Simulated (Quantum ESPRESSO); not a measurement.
Consider KNaSO4 (P-3m1).

```
K S Na O
1.0
     5.68383    0.00000    0.00000
    -2.84192    4.92234    0.00000
     0.00000    0.00000    7.25957
K S Na O
2 2 2 8
Direct
  0.66667 0.33333 0.33570
  0.33333 0.66667 0.66430
  0.66667 0.33333 0.78454
  0.33333 0.66667 0.21546
  0.00000 0.00000 0.00000
  0.00000 0.00000 0.50000
  0.33333 0.66667 0.01384
  0.19011 0.80989 0.28860
  0.80989 0.19011 0.71140
  0.66667 0.33333 0.98616
  0.38021 0.19011 0.71140
  0.19011 0.38021 0.28860
  0.61979 0.80989 0.28860
  0.80989 0.61979 0.71140
```

Absorber: atom 8, with 1 S at 1.51 Å (terminal, site symmetry m). Method: Quantum ESPRESSO XSpectra, LDA, full core hole (charged cell), 14-atom cell with 5.7 Å between holes, 5×5×3 k points, dipole transitions, Lorentzian half width 0.3 eV up to 4 eV, rising linearly to 2.5 eV at 25 eV (counted from xe0, 1.7 eV below the zero used here).

Question: What does the O K edge look like?

Main maxima up to 24 eV above the zero (height): 1.1 eV (2.30), 2.9 eV (3.49) and 19.8 eV (0.69). A K edge sees empty p states on the absorber. The total-energy difference plus the lowest empty eigenvalue puts the zero at 536.83 eV. One term is added: -8.83 eV, since the hole is spin-paired here and a spin-polarised one costs that much less in the free atom (computed apart). The photon energy is then 528.00 eV. The functional and the charged cell's background leave an error in such absolute values: in the free atom LDA prices this hole 4.1 eV below PBE (computed apart), and PBE is itself good to a few eV.

The O K spectrum (energy from the lowest empty level; intensity scaled to a mean of 1 over the first 20 eV; the points at xe0, where the cut of filled states can leave a spike, are interpolated; polarised curves are means over the symmetry-equivalent atoms):

```tsv
E (eV)	isotropic	ε ⊥ c	ε ∥ c
-2.0	0.07	0.08	0.04
-1.0	0.12	0.15	0.07
0.0	0.42	0.55	0.17
1.0	2.07	2.78	0.67
2.0	1.44	1.71	0.90
3.0	3.43	3.12	4.07
4.0	1.59	1.49	1.80
5.0	1.09	1.24	0.79
6.0	0.99	1.16	0.64
7.0	0.80	0.88	0.66
8.0	0.70	0.71	0.68
9.0	0.66	0.62	0.74
10.0	0.67	0.63	0.76
11.0	0.69	0.65	0.78
12.0	0.65	0.60	0.75
13.0	0.61	0.58	0.66
14.0	0.61	0.60	0.63
15.0	0.63	0.63	0.65
16.0	0.63	0.62	0.65
17.0	0.64	0.64	0.64
18.0	0.66	0.67	0.62
19.0	0.68	0.72	0.60
20.0	0.69	0.75	0.58
21.0	0.68	0.74	0.56
22.0	0.65	0.70	0.54
23.0	0.61	0.65	0.52
24.0	0.57	0.61	0.50
25.0	0.55	0.57	0.49
26.0	0.53	0.55	0.48
27.0	0.52	0.54	0.48
28.0	0.52	0.53	0.48
29.0	0.51	0.51	0.49
30.0	0.50	0.50	0.49
31.0	0.49	0.48	0.50
32.0	0.48	0.47	0.51
```

The crystal has 2 inequivalent O sites and not all are shown here, while a measurement adds them all. The holes are only 5.7 Å apart, so the shape is probably not converged with cell size; no larger cell was run here. The structure is a computed Materials Project entry and may be a hypothetical form.

[Banner, clock and machine lines of the logs are left out without a mark of their own.]

[Logs are printed without paths, hosts, clocks, repeated set-up lines and the standing remarks that a program may print on its own settings, such as how far it seeks lower states.]

[Hosts, paths, dates, database ids (printed as entryN), source tags and the programs' standing remarks are cut or masked in the printed files.]

[Lists of maxima count a maximum above −3 eV only where it reaches 4 % of the highest in the window and stands out from its surroundings by 2 % of it (1.5 % where it reaches 55 %); shoulders and weaker maxima are passed over, and of the rest the first, up to two pre-edge ones and the few strongest are named.]
